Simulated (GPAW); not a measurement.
# The basis that the transmission of butadiene-1,4-dithiol between two Al chains needs

Wanted: the zero-bias transmission of butadiene-1,4-dithiol between two Al chains on a ladder of levels, with run times.

Main program and level: GPAW 26.7.0; GPAW LCAO, PAW setups; Landauer transmission from Green's functions with principal layers (ASE), zero bias.

### 1. Starting point

The cell holds 22 atoms: 12 Al, 2 S, 4 C and 4 H. Its edges and angles: a = 10.695 Å, b = 9.000 Å, c = 36.555 Å, α = 90.0°, β = 90.0°, γ = 90.0°. Regions: left lead, 6 atoms (6 Al); channel, 10 atoms (2 S, 4 C and 4 H); right lead, 6 atoms (6 Al). Vacuum lies along a and b. The structure is stacked along c, and the current runs across the ab planes.

### 2. GPAW, dzp

Localised orbitals split the wire into layers that couple to their neighbours alone, which is what the Green's function method needs; double zeta with polarisation is the usual level for numbers.

Input file run.py:

```python
import json
import numpy as np
from ase import Atoms
from ase.transport.calculators import TransportCalculator
from gpaw import GPAW, FermiDirac
from gpaw.lcao.tools import get_lcao_hamiltonian
from scipy.linalg import eigh

# The junction with lead layers at both ends, along the third cell vector
device = Atoms(
    ['Al', 'Al', 'Al', 'Al', 'Al', 'Al', 'S', 'C', 'H', 'H', 'C', 'C', 'H', 'H', 'C', 'S', 'Al', 'Al', 'Al', 'Al', 'Al', 'Al'],
    positions=[
        [5.34744, 4.50000, 1.20000],
        [5.34744, 4.50000, 3.60000],
        [5.34744, 4.50000, 6.00000],
        [5.34744, 4.50000, 8.40000],
        [5.34744, 4.50000, 10.80000],
        [5.34744, 4.50000, 13.20000],
        [4.22929, 4.50000, 15.09466],
        [4.22500, 4.50000, 16.82429],
        [6.32224, 4.50000, 17.06478],
        [3.25000, 4.49999, 17.30354],
        [5.34993, 4.50000, 17.55319],
        [5.34496, 4.50000, 19.00163],
        [7.44489, 4.49999, 19.25128],
        [4.37265, 4.50000, 19.49004],
        [6.46989, 4.50000, 19.73053],
        [6.46560, 4.50000, 21.46016],
        [5.34744, 4.50000, 23.35482],
        [5.34744, 4.50000, 25.75482],
        [5.34744, 4.50000, 28.15482],
        [5.34744, 4.50000, 30.55482],
        [5.34744, 4.50000, 32.95482],
        [5.34744, 4.50000, 35.35482]],
    cell=[[10.69489, 0.0, 0.0], [0.0, 9.0, 0.0], [0.0, 0.0, 36.55482]],
    pbc=True)

# One principal layer of the lead: the first 4 atoms of the device
lead = Atoms(
    ['Al', 'Al', 'Al', 'Al'],
    positions=[
        [5.34744, 4.50000, 1.20000],
        [5.34744, 4.50000, 3.60000],
        [5.34744, 4.50000, 6.00000],
        [5.34744, 4.50000, 8.40000]],
    cell=[[10.69489, 0.0, 0.0], [0.0, 9.0, 0.0], [0.0, 0.0, 9.6]],
    pbc=True)

settings = dict(mode='lcao', basis='dzp', xc='PBE', h=0.2,
                occupations=FermiDirac(0.1), maxiter=250,
                mixer=dict(beta=0.1, nmaxold=8, weight=100.0),
                convergence=dict(density=0.0001))
energies = np.arange(-3, 3 + 1e-9, 0.075)
eta = 0.0001
n1, n2 = 1, 1
# k and -k transmit alike, so half of the mesh across the current serves
mesh = [(i, j) for i in range(n1) for j in range(n2) if (i, j) <= (-i % n1, -j % n2)]
weights = np.array([1 if (i, j) == (-i % n1, -j % n2) else 2 for i, j in mesh]) / (n1 * n2)

# [... helper functions left out ...]
fermi_lead = ground_state(lead, (1, 1, 12), 'lead.txt')
fermi_device = ground_state(device, (1, 1, 2), 'device.txt')
# [... loop over the mesh left out, but for ...]
        # Shift the lead onto the potential of the device's first layer
        shift = ((H[:, 0, 0] - H0[:, 0, 0]) / S0[0, 0]).real.mean()
# [...]
kT = 8.617333e-5 * 300
bias = [0.1, 0.2, 0.5, 1.0, 1.5, 2.0]
# [... integrals and printing left out ...]
```

The run is started by

```sh
> OMP_NUM_THREADS=1 OPENBLAS_NUM_THREADS=1 python run.py
```

Log:

```text
basis functions: device 254, principal layer 52
Fermi level: lead -3.2940 eV, device -3.0944 eV; lead shifted by -0.0088 eV
largest coupling past the next layer 1.29e-15 eV, largest misfit of the first layer 0.052 eV
  E-E_F (eV)   T (one spin)  [channel counts left out]
    -3.000    9.2726e-01
    -2.925    4.9875e-01
    -2.850    1.0680e-01
    -2.775    2.0526e-02
    -2.700    4.3480e-03
    -2.625    9.1874e-04
    -2.550    1.5661e-04
    -2.475    1.0020e-05
    -2.400    3.4224e-06
    -2.325    2.0330e-05
    -2.250    3.4012e-05
    -2.175    4.0665e-05
    -2.100    4.1752e-05
    -2.025    3.9355e-05
    -1.950    3.5102e-05
    -1.875    3.0073e-05
[...]
2.475    4.1597e-01
     2.550    3.7986e-01
     2.625    3.4941e-01
     2.700    3.2391e-01
     2.775    3.0269e-01
     2.850    2.8522e-01
     2.925    2.7103e-01
     3.000    2.5976e-01
conductance at 300 K: 0.26141 G0 a cell; thermopower -2.702 uV/K
current from the zero-bias T(E) at 0.1 V: 2.0151 uA
current from the zero-bias T(E) at 0.2 V: 3.9721 uA
current from the zero-bias T(E) at 0.5 V: 9.1125 uA
current from the zero-bias T(E) at 1.0 V: 14.539 uA
current from the zero-bias T(E) at 1.5 V: 19.144 uA
current from the zero-bias T(E) at 2.0 V: 25.24 uA
```

The job ended after 58 s (1 thread of Arm Neoverse V2, shared host; peak memory 1.3 GiB).

Numbers from this step:

| Property | Result |
| --- | --- |
| conductance | 0.2614 G₀ |
| thermopower | -2.702 μV/K |
| largest coupling past the next principal layer | 1.29e-15 eV |
| largest misfit of the first principal layer | 0.05213 eV |
| shift that aligns the lead | -0.008753 eV |
| basis functions of the junction | 254 |
| basis functions of a principal layer | 52 |
| transmission at the Fermi level (one spin) | 0.2666 |

One spin. Transmission, zone mean against energy, zero at the Fermi level:

| energy (eV) | transmission, zone mean |
| --- | --- |
| -3.00 | 0.927 |
| -2.85 | 0.107 |
| -2.70 | 0.00435 |
| -2.55 | 1.6e-4 |
| -2.33 | 2.0e-5 |
| -2.17 | 4.1e-5 |
| -2.02 | 3.9e-5 |
| -1.88 | 3.0e-5 |
| -1.73 | 2.0e-5 |
| -1.57 | 1.1e-5 |
| -1.35 | 1.6e-6 |
| -1.20 | 0 |
| -1.05 | 0 |
| -0.90 | 0 |
| -0.75 | 0 |
| -0.60 | 0 |
| -0.38 | 0.0869 |
| -0.23 | 0.175 |
| -0.07 | 0.250 |
| 0.00 | 0.267 |
| 0.07 | 0.264 |
| 0.23 | 0.231 |
| 0.38 | 0.208 |
| 0.60 | 0.233 |
| 0.75 | 0.268 |
| 0.90 | 0.320 |
| 1.05 | 0.403 |
| 1.20 | 0.525 |
| 1.35 | 0.689 |
| 1.57 | 0.953 |
| 1.73 | 1.02 |
| 1.88 | 0.942 |
| 2.02 | 0.787 |
| 2.17 | 0.633 |
| 2.33 | 0.508 |
| 2.55 | 0.380 |
| 2.70 | 0.324 |
| 2.85 | 0.285 |
| 3.00 | 0.260 |

Not self-consistent under bias; the bias window is split evenly. The current through one cell, from the zero-bias transmission by bias:

| bias (V) | current through one cell, from the zero-bias transmission (μA) |
| --- | --- |
| 0.100 | 2.02 |
| 0.200 | 3.97 |
| 0.500 | 9.11 |
| 1.000 | 14.5 |
| 1.500 | 19.1 |
| 2.000 | 25.2 |

The transmission of the three most open eigenchannels by energy, zero at the Fermi level:

| energy (eV) | channel 1 | channel 2 | channel 3 |
| --- | --- | --- | --- |
| -3.00 | 0.927 | 0 | 0 |
| -2.77 | 0.0205 | 0 | 0 |
| -2.55 | 1.6e-4 | 0 | 0 |
| -2.40 | 3.4e-6 | 0 | 0 |
| -2.17 | 4.1e-5 | 0 | 0 |
| -1.95 | 3.5e-5 | 0 | 0 |
| -1.73 | 2.0e-5 | 0 | 0 |
| -1.57 | 1.1e-5 | 0 | 0 |
| -1.35 | 1.6e-6 | 0 | 0 |
| -1.12 | 0 | 0 | 0 |
| -0.90 | 0 | 0 | 0 |
| -0.75 | 0 | 0 | 0 |
| -0.53 | 0 | 0 | 0 |
| -0.30 | 0.130 | 0.00686 | 0 |
| -0.07 | 0.240 | 0.0102 | 0 |
| 0.00 | 0.258 | 0.00900 | 0 |
| 0.07 | 0.257 | 0.00677 | 0 |
| 0.30 | 0.215 | 3.1e-4 | 1.8e-11 |
| 0.53 | 0.207 | 1.9e-6 | 4.3e-7 |
| 0.75 | 0.248 | 0.0200 | 2.7e-12 |
| 0.90 | 0.304 | 0.0168 | 3.6e-11 |
| 1.12 | 0.443 | 0.0161 | 3.3e-5 |
| 1.35 | 0.671 | 0.0179 | 3.9e-5 |
| 1.57 | 0.933 | 0.0204 | 3.8e-5 |
| 1.73 | 0.998 | 0.0223 | 3.7e-5 |
| 1.95 | 0.843 | 0.0252 | 3.3e-5 |
| 2.17 | 0.605 | 0.0277 | 2.9e-5 |
| 2.40 | 0.429 | 0.0293 | 2.5e-5 |
| 2.55 | 0.350 | 0.0299 | 2.2e-5 |
| 2.77 | 0.273 | 0.0300 | 1.8e-5 |
| 3.00 | 0.230 | 0.0294 | 1.3e-5 |

Couplings past the next layer reach 1.3e-15 eV, small enough to drop; the matrix elements of the cell's first layer differ from the bulk lead's by up to 0.052 eV. That layer keeps its own values in the calculation, and only beyond it is the lead taken as perfect. The Fermi levels of lead and junction count from different zeros of potential, one for each periodic cell; with both set to zero, the small remaining shift is what aligns them. By hand: G = 0.2614 × 77.48 μS = 20.3 μS, a resistance of 49.4 kΩ; at 0.1 V a linear junction would pass 2.03 μA, and the integral over the bias window gives 2.02 μA. Mott's formula, S = -(π²/3)(k_B²T/e) d ln T/dE, has the prefactor 7.33 μV/K·eV at 300 K; T = 0.2505 at -0.075 eV and 0.2636 at 0.075 eV give a slope of 0.342 per eV and S = -2.50 μV/K, beside -2.70 μV/K from the thermal integral, which interpolates the same grid.

### 3. GPAW, szp: basis = "szp(dzp)"

One radial function a shell plus polarisation makes the matrices smaller; the question is what that costs.

run.py, as its differences from that of step 2:

```diff
@@ -48,3 +48,3 @@
 
-settings = dict(mode='lcao', basis='dzp', xc='PBE', h=0.2,
+settings = dict(mode='lcao', basis='szp(dzp)', xc='PBE', h=0.2,
                 occupations=FermiDirac(0.1), maxiter=250,
```

Log:

```text
basis functions: device 178, principal layer 36
Fermi level: lead -3.7681 eV, device -3.6512 eV; lead shifted by -0.0105 eV
largest coupling past the next layer 9.93e-16 eV, largest misfit of the first layer 0.053 eV
  E-E_F (eV)   T (one spin)  [channel counts left out]
    -3.000    8.0049e-01
    -2.925    5.9683e-01
    -2.850    1.9478e-01
    -2.775    4.3061e-02
    -2.700    1.0097e-02
    -2.625    2.5954e-03
    -2.550    6.8497e-04
    -2.475    1.6799e-04
    -2.400    3.1398e-05
    -2.325    1.9839e-06
    -2.250    9.7976e-07
    -2.175    5.4211e-06
    -2.100    9.1438e-06
    -2.025    1.1031e-05
    -1.950    1.1344e-05
    -1.875    1.0595e-05
[...]
2.475    2.6748e-01
     2.550    2.5587e-01
     2.625    2.4647e-01
     2.700    2.3916e-01
     2.775    2.3383e-01
     2.850    2.3045e-01
     2.925    2.2901e-01
     3.000    2.2959e-01
conductance at 300 K: 0.30633 G0 a cell; thermopower -5.639 uV/K
current from the zero-bias T(E) at 0.1 V: 2.3615 uA
current from the zero-bias T(E) at 0.2 V: 4.6562 uA
current from the zero-bias T(E) at 0.5 V: 10.728 uA
current from the zero-bias T(E) at 1.0 V: 17.609 uA
current from the zero-bias T(E) at 1.5 V: 25.187 uA
current from the zero-bias T(E) at 2.0 V: 36.959 uA
```

The job ended after 46 s (1 thread; peak memory 1.3 GiB).

Numbers from this step:

```yaml
conductance: 0.3063 G₀
thermopower: -5.639 μV/K
largest_coupling_past_the_next_principal_layer: 9.93e-16 eV
largest_misfit_of_the_first_principal_layer: 0.05321 eV
shift_that_aligns_the_lead: -0.01052 eV
basis_functions_of_the_junction: 178
basis_functions_of_a_principal_layer: 36
transmission_at_the_fermi_level_one_spin: 0.3125
```

One spin. The transmission, zone mean by energy, zero at the Fermi level:

| energy (eV) | transmission, zone mean |
| --- | --- |
| -3.00 | 0.800 |
| -2.85 | 0.195 |
| -2.70 | 0.0101 |
| -2.55 | 6.8e-4 |
| -2.33 | 2.0e-6 |
| -2.17 | 5.4e-6 |
| -2.02 | 1.1e-5 |
| -1.88 | 1.1e-5 |
| -1.73 | 7.5e-6 |
| -1.57 | 4.0e-6 |
| -1.35 | 0 |
| -1.20 | 0 |
| -1.05 | 0 |
| -0.90 | 0 |
| -0.75 | 0 |
| -0.60 | 0 |
| -0.38 | 0.00612 |
| -0.23 | 0.189 |
| -0.07 | 0.284 |
| 0.00 | 0.313 |
| 0.07 | 0.318 |
| 0.23 | 0.295 |
| 0.38 | 0.313 |
| 0.60 | 0.369 |
| 0.75 | 0.471 |
| 0.90 | 0.631 |
| 1.05 | 0.829 |
| 1.20 | 0.987 |
| 1.27 | 1.01 |
| 1.35 | 0.996 |
| 1.57 | 0.772 |
| 1.73 | 0.611 |
| 1.88 | 0.488 |
| 2.02 | 0.402 |
| 2.17 | 0.342 |
| 2.33 | 0.298 |
| 2.55 | 0.256 |
| 2.70 | 0.239 |
| 2.85 | 0.230 |
| 3.00 | 0.230 |

Not self-consistent under bias; the bias window is split evenly. Table of current through one cell, from the zero-bias transmission by bias:

| bias (V) | current through one cell, from the zero-bias transmission (μA) |
| --- | --- |
| 0.100 | 2.36 |
| 0.200 | 4.66 |
| 0.500 | 10.7 |
| 1.000 | 17.6 |
| 1.500 | 25.2 |
| 2.000 | 37.0 |

Transmission of the three most open eigenchannels against energy, zero at the Fermi level:

| energy (eV) | channel 1 | channel 2 | channel 3 |
| --- | --- | --- | --- |
| -3.00 | 0.800 | 0 | 0 |
| -2.85 | 0.195 | 0 | 0 |
| -2.70 | 0.0101 | 0 | 0 |
| -2.55 | 6.8e-4 | 0 | 0 |
| -2.33 | 2.0e-6 | 0 | 0 |
| -2.17 | 5.4e-6 | 0 | 0 |
| -2.02 | 1.1e-5 | 0 | 0 |
| -1.88 | 1.1e-5 | 0 | 0 |
| -1.73 | 7.5e-6 | 0 | 0 |
| -1.57 | 4.0e-6 | 0 | 0 |
| -1.35 | 0 | 0 | 0 |
| -1.20 | 0 | 0 | 0 |
| -1.05 | 0 | 0 | 0 |
| -0.90 | 0 | 0 | 0 |
| -0.75 | 0 | 0 | 0 |
| -0.60 | 0 | 0 | 0 |
| -0.38 | 0.00561 | 5.1e-4 | 0 |
| -0.23 | 0.182 | 0.00710 | 0 |
| -0.07 | 0.275 | 0.00894 | 0 |
| 0.00 | 0.304 | 0.00813 | 0 |
| 0.07 | 0.312 | 0.00607 | 0 |
| 0.23 | 0.295 | 7.6e-4 | 3.0e-11 |
| 0.38 | 0.288 | 0.0245 | 2.2e-10 |
| 0.60 | 0.354 | 0.0155 | 8.5e-12 |
| 0.75 | 0.459 | 0.0122 | 2.6e-6 |
| 0.90 | 0.618 | 0.0126 | 5.1e-5 |
| 1.05 | 0.815 | 0.0136 | 6.9e-5 |
| 1.20 | 0.972 | 0.0149 | 7.7e-5 |
| 1.35 | 0.980 | 0.0164 | 8.1e-5 |
| 1.57 | 0.753 | 0.0191 | 8.5e-5 |
| 1.73 | 0.589 | 0.0212 | 8.8e-5 |
| 1.88 | 0.465 | 0.0233 | 9.0e-5 |
| 2.02 | 0.377 | 0.0254 | 9.2e-5 |
| 2.17 | 0.314 | 0.0272 | 9.4e-5 |
| 2.33 | 0.269 | 0.0287 | 9.6e-5 |
| 2.55 | 0.225 | 0.0306 | 1.0e-4 |
| 2.70 | 0.208 | 0.0315 | 1.0e-4 |
| 2.85 | 0.198 | 0.0322 | 1.1e-4 |
| 3.00 | 0.197 | 0.0328 | 1.1e-4 |

The conductance, 0.306 G₀, lies 17 % above that of the dzp run.

### 4. Minimal basis

The minimal basis is the cheapest rung: no second zeta and no polarisation.

run.py, as its differences from that of step 3:

```diff
@@ -48,3 +48,3 @@
 
-settings = dict(mode='lcao', basis='szp(dzp)', xc='PBE', h=0.2,
+settings = dict(mode='lcao', basis='sz(dzp)', xc='PBE', h=0.2,
                 occupations=FermiDirac(0.1), maxiter=250,
```

Log:

```text
basis functions: device 76, principal layer 16
Fermi level: lead -4.0242 eV, device -3.8904 eV; lead shifted by 0.0033 eV
largest coupling past the next layer 6.62e-16 eV, largest misfit of the first layer 0.053 eV
  E-E_F (eV)   T (one spin)  [channel counts left out]
    -3.000    6.7678e-01
    -2.925    9.1745e-01
    -2.850    5.4969e-01
[...]
2.925    1.5218e-01
     3.000    1.4051e-01
conductance at 300 K: 0.31162 G0 a cell; thermopower -0.9713 uV/K
current from the zero-bias T(E) at 0.1 V: 2.402 uA
current from the zero-bias T(E) at 0.2 V: 4.7334 uA
current from the zero-bias T(E) at 0.5 V: 10.853 uA
current from the zero-bias T(E) at 1.0 V: 17.473 uA
current from the zero-bias T(E) at 1.5 V: 23.21 uA
current from the zero-bias T(E) at 2.0 V: 31.227 uA
```

Run time: 35 s. Hardware: 1 thread; peak memory 1.2 GiB.

Numbers from this step:

- conductance: 0.3116 G₀
- largest coupling past the next principal layer: 6.62e-16 eV
- largest misfit of the first principal layer: 0.05293 eV
- shift that aligns the lead: 0.003338 eV
- basis functions of the junction: 76
- basis functions of a principal layer: 16
- transmission at the Fermi level (one spin): 0.3178

One spin. Table of transmission, zone mean by energy, zero at the Fermi level:

| energy (eV) | transmission, zone mean |
| --- | --- |
| -3.00 | 0.677 |
| -2.92 | 0.917 |
| -2.85 | 0.550 |
| -2.70 | 0.0109 |
| -2.55 | 3.0e-4 |
| -2.33 | 3.9e-6 |
| -2.17 | 1.3e-5 |
| -2.02 | 1.1e-5 |
| -1.88 | 5.2e-6 |
| -1.73 | 1.0e-11 |
| -1.57 | 0 |
| -1.35 | 0 |
| -1.20 | 0 |
| -1.05 | 0 |
| -0.90 | 0 |
| -0.75 | 0 |
| -0.60 | 0 |
| -0.38 | 0.107 |
| -0.23 | 0.205 |
| -0.07 | 0.305 |
| 0.00 | 0.318 |
| 0.07 | 0.308 |
| 0.23 | 0.281 |
| 0.38 | 0.260 |
| 0.60 | 0.284 |
| 0.75 | 0.336 |
| 0.90 | 0.424 |
| 1.05 | 0.554 |
| 1.20 | 0.724 |
| 1.35 | 0.901 |
| 1.57 | 1.01 |
| 1.73 | 0.913 |
| 1.88 | 0.752 |
| 2.02 | 0.592 |
| 2.17 | 0.460 |
| 2.33 | 0.358 |
| 2.55 | 0.251 |
| 2.70 | 0.202 |
| 2.85 | 0.166 |
| 3.00 | 0.141 |

The conductance, 0.312 G₀, lies 19 % above that of the dzp run.

### 5. LDA in the dzp basis: xc = "LDA"

Back in the dzp basis, the functional changes from PBE to LDA, to set the spread between functionals beside that between bases.

run.py, as its differences from that of step 4:

```diff
@@ -48,3 +48,3 @@
 
-settings = dict(mode='lcao', basis='sz(dzp)', xc='PBE', h=0.2,
+settings = dict(mode='lcao', basis='dzp', xc='LDA', h=0.2,
                 occupations=FermiDirac(0.1), maxiter=250,
```

Log:

```text
basis functions: device 254, principal layer 52
Fermi level: lead -3.4240 eV, device -3.2306 eV; lead shifted by -0.0093 eV
largest coupling past the next layer 1.20e-15 eV, largest misfit of the first layer 0.052 eV
  E-E_F (eV)   T (one spin)  [channel counts left out]
    -3.000    9.2454e-01
    -2.925    5.5413e-01
    -2.850    1.2768e-01
[...]
2.925    2.7569e-01
     3.000    2.6596e-01
conductance at 300 K: 0.28127 G0 a cell; thermopower -3.399 uV/K
current from the zero-bias T(E) at 0.1 V: 2.1681 uA
current from the zero-bias T(E) at 0.2 V: 4.2727 uA
current from the zero-bias T(E) at 0.5 V: 9.7945 uA
current from the zero-bias T(E) at 1.0 V: 15.742 uA
current from the zero-bias T(E) at 1.5 V: 20.96 uA
current from the zero-bias T(E) at 2.0 V: 27.886 uA
```

Elapsed: 49 s, on 1 thread; peak memory 1.3 GiB.

Numbers from this step:

```
conductance                                    : 0.2813 G₀
thermopower                                    : -3.399 μV/K
largest coupling past the next principal layer : 1.20e-15 eV
largest misfit of the first principal layer    : 0.05171 eV
shift that aligns the lead                     : -0.009266 eV
basis functions of the junction                : 254
basis functions of a principal layer           : 52
transmission at the Fermi level (one spin)     : 0.2870
```

One spin. Table of transmission, zone mean by energy, zero at the Fermi level:

| energy (eV) | transmission, zone mean |
| --- | --- |
| -3.0000 | 0.925 |
| -2.7750 | 0.0240 |
| -2.4750 | 5.6e-6 |
| -2.2500 | 4.7e-5 |
| -2.0250 | 5.1e-5 |
| -1.7250 | 2.6e-5 |
| -1.5000 | 1.0e-5 |
| -1.2750 | 1.3e-12 |
| -0.9750 | 0 |
| -0.7500 | 0 |
| -0.5250 | 0 |
| -0.2250 | 0.183 |
| 0.0000 | 0.287 |
| 0.2250 | 0.253 |
| 0.5250 | 0.247 |
| 0.7500 | 0.300 |
| 0.9750 | 0.410 |
| 1.2750 | 0.684 |
| 1.5000 | 0.941 |
| 1.6500 | 1.02 |
| 1.7250 | 1.01 |
| 2.0250 | 0.742 |
| 2.2500 | 0.543 |
| 2.4750 | 0.407 |
| 2.7750 | 0.304 |
| 3.0000 | 0.266 |

The conductance, 0.281 G₀, lies 7.6 % above that of the dzp run.

### 6. All levels side by side

Times are for 1 thread of Arm Neoverse V2, shared host. Results by setting:

| no. | run | conductance (G₀) | time | memory (GiB) |
| --- | --- | --- | --- | --- |
| 1 | dzp | 0.2614 | 58 s | 1.3 |
| 2 | szp | 0.3063 | 46 s | 1.3 |
| 3 | sz | 0.3116 | 35 s | 1.2 |
| 4 | dzp LDA | 0.2813 | 49 s | 1.3 |

### 7. Comparison

The curves are compared point by point over the common energies.

This step: comparison of transmission and cost over codes and levels (GPAW 26.7.0).

Ladder, by row:

| step | code | T at the Fermi level (sum over the listed spins) | conductance (G0) | r.m.s. T(E) from the first | wall time (s) | peak memory (GiB) | threads |
| --- | --- | --- | --- | --- | --- | --- | --- |
| dzp | GPAW | 0.2666 | 0.2614 | 0 | 57.73 | 1.32 | 1 |
| szp | GPAW | 0.3125 | 0.3063 | 0.1868 | 46.02 | 1.29 | 1 |
| sz | GPAW | 0.3178 | 0.3116 | 0.1195 | 35.45 | 1.18 | 1 |
| dzp-LDA | GPAW | 0.287 | 0.2813 | 0.02969 | 48.68 | 1.32 | 1 |

The transmission, zone mean, sum over the listed spins by energy, zero at the Fermi level:

| energy (eV) | dzp | szp | sz | dzp-LDA |
| --- | --- | --- | --- | --- |
| -3.0000 | 0.927 | 0.800 | 0.677 | 0.925 |
| -2.9250 | 0.499 | 0.597 | 0.917 | 0.554 |
| -2.7750 | 0.0205 | 0.0431 | 0.0802 | 0.0240 |
| -2.4750 | 1.0e-5 | 1.7e-4 | 3.6e-5 | 5.6e-6 |
| -2.2500 | 3.4e-5 | 9.8e-7 | 1.0e-5 | 4.7e-5 |
| -2.0250 | 3.9e-5 | 1.1e-5 | 1.1e-5 | 5.1e-5 |
| -1.7250 | 2.0e-5 | 7.5e-6 | 1.0e-11 | 2.6e-5 |
| -1.5000 | 7.8e-6 | 2.2e-6 | 0 | 1.0e-5 |
| -1.2750 | 6.4e-13 | 2.5e-14 | 0 | 1.3e-12 |
| -0.9750 | 1.5e-14 | 0 | 0 | 1.6e-14 |
| -0.7500 | 1.2e-14 | 0 | 0 | 1.2e-14 |
| -0.5250 | 7.2e-13 | 6.9e-14 | 1.4e-12 | 7.5e-13 |
| -0.2250 | 0.175 | 0.189 | 0.205 | 0.183 |
| 0.0000 | 0.267 | 0.313 | 0.318 | 0.287 |
| 0.2250 | 0.231 | 0.295 | 0.281 | 0.253 |
| 0.5250 | 0.207 | 0.338 | 0.270 | 0.247 |
| 0.7500 | 0.268 | 0.471 | 0.336 | 0.300 |
| 0.9750 | 0.357 | 0.728 | 0.484 | 0.410 |
| 1.2750 | 0.602 | 1.01 | 0.815 | 0.684 |
| 1.5000 | 0.874 | 0.860 | 1.01 | 0.941 |
| 1.5750 | 0.953 | 0.772 | 1.01 | 0.996 |
| 1.6500 | 1.01 | 0.687 | 0.974 | 1.02 |
| 1.7250 | 1.02 | 0.611 | 0.913 | 1.01 |
| 2.0250 | 0.787 | 0.402 | 0.592 | 0.742 |
| 2.2500 | 0.566 | 0.318 | 0.406 | 0.543 |
| 2.4750 | 0.416 | 0.267 | 0.282 | 0.407 |
| 2.7750 | 0.303 | 0.234 | 0.182 | 0.304 |
| 3.0000 | 0.260 | 0.230 | 0.141 | 0.266 |

(Part 1 of 2 ends here.)

[Logs are printed without paths, hosts, clocks, repeated set-up lines and the standing remarks that a program may print on its own settings, such as how far it seeks lower states.]

[Hosts, paths, dates, database ids (printed as entryN), source tags and the programs' standing remarks are cut or masked in the printed files.]
